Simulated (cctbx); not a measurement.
**Accept or mend?**

Cell a = 18.3780 Å, b = 9.0300 Å, c = 8.2160 Å, α = 90.00°, β = 90.00°, γ = 90.00°; space group Aea2 (no. 41). The compound is Rb2Zn3Ge2S8.

The data are simulated with cctbx, not measured: synchrotron X-rays, λ = 0.7749 Å, to d = 0.84 Å, 95 % of the full sphere, strongest reflection 5000 counts, noise from counting, a 4 % proportional error and a noise floor of 2 counts (s.d.); no absorption.

An isotropic refinement with weights 1/σ² prints:

```text
Rint 0.057, 1207 unique reflections to 0.84 A
cycle     R1     wR2    GooF  max shift (A)
   1  0.1122  0.2787   4.839   0.08113
  12  0.0284  0.0715   1.241   0.00323
final R1 0.0283 wR2 0.0711 GooF 1.235  parameters 34  data/parameter 35.5
atom        x        y        z      Ueq    occ   su(xyz)  su(Uiso or U11)
Rb1    0.88931  0.19976  0.35358   0.0049  1.000  0.00022  0.0002
Ge1    0.86538  0.70585  0.34889   0.0050  1.000  0.00022  0.0002
Zn1    0.75527  0.94846  0.65032   0.0054  1.000  0.00023  0.0002
Zn2    0.00000  0.00000  0.99401   0.0085  1.000  0.00027  0.0003
S1     0.63507  0.90413  0.69203   0.0037  1.000  0.00033  0.0004
S2     0.87739  0.02391  0.70269   0.0052  1.000  0.00032  0.0004
S3     0.96300  0.73298  0.49126   0.0045  1.000  0.00033  0.0004
S4     0.76830  0.70630  0.47894   0.0073  1.000  0.00034  0.0004
S5     0.86056  0.49506  0.74040   0.5709  1.000  0.00400  0.0361
difference map: max 0.84 min -0.88 rms 0.21
Q1    0.2394  0.0045  0.6087    8    0.88  0.55 A from Zn1
Q2    0.1254  0.3479  0.3221    8    0.78  0.56 A from Ge1
Q3    0.1309  0.2681  0.8374    8    0.73  0.49 A from Rb1
Q4    0.2224  0.2295  0.7150    8    0.72  1.74 A from Zn1
Q5    0.2225  0.1964  0.9793    8    0.71  1.22 A from S4
Q6    0.2490  0.3509  0.5361    8    0.69  0.77 A from S4
```

**Question.** Can this result stand? If not, what is the likely fault?

Mend it. The fault: spurious atom: S5. Against the right model at the same level, R1 goes from 0.0259 to 0.0283 and GooF from 1.05 to 1.24 and S5 takes U = 0.57 Å². A site with no density behind it hides by a very large U or drifts. The fit had not settled when the cycles ran out.

The compound is Rb2Zn3Ge2S8. The right model at the same level gives:

```text
Rint 0.057, 1207 unique reflections to 0.84 A
cycle     R1     wR2    GooF  max shift (A)
   1  0.1879  0.4078   7.067   0.11143
   2  0.0259  0.0606   1.050   0.00007
final R1 0.0259 wR2 0.0606 GooF 1.050  parameters 30  data/parameter 40.2
atom        x        y        z      Ueq    occ   su(xyz)  su(Uiso or U11)
Rb1    0.88930  0.19976  0.34553   0.0051  1.000  0.00008  0.0002
Ge1    0.86540  0.70582  0.34083   0.0052  1.000  0.00009  0.0002
Zn1    0.75527  0.94850  0.64229   0.0057  1.000  0.00009  0.0002
Zn2    0.00000  0.00000  0.98603   0.0088  1.000  0.00015  0.0003
S1     0.63508  0.90441  0.68404   0.0038  1.000  0.00021  0.0003
S2     0.87730  0.02388  0.69483   0.0054  1.000  0.00022  0.0004
S3     0.96293  0.73289  0.48317   0.0048  1.000  0.00023  0.0003
S4     0.76833  0.70626  0.47083   0.0075  1.000  0.00025  0.0004
difference map: max 0.79 min -0.71 rms 0.17
Q1    0.1257  0.3525  0.3110    8    0.84  0.60 A from Ge1
Q2    0.2378  0.0033  0.6020    8    0.83  0.56 A from Zn1
Q3    0.1402  0.2427  0.3648    8    0.65  0.52 A from Ge1
Q4    0.2223  0.1973  0.9716    8    0.64  1.21 A from S4
Q5    0.0000  0.0000  0.1492    4    0.63  1.34 A from Zn2
Q6    0.2217  0.2312  0.7056    8    0.61  1.76 A from Zn1
```

The model is made up (kin elements in a known structure type, no relaxation), so it says nothing on whether the phase exists.

[Middle refinement cycles are left out of these outputs.]

[Logs are printed without paths, hosts, clocks, repeated set-up lines and the standing remarks that a program may print on its own settings, such as how far it seeks lower states.]
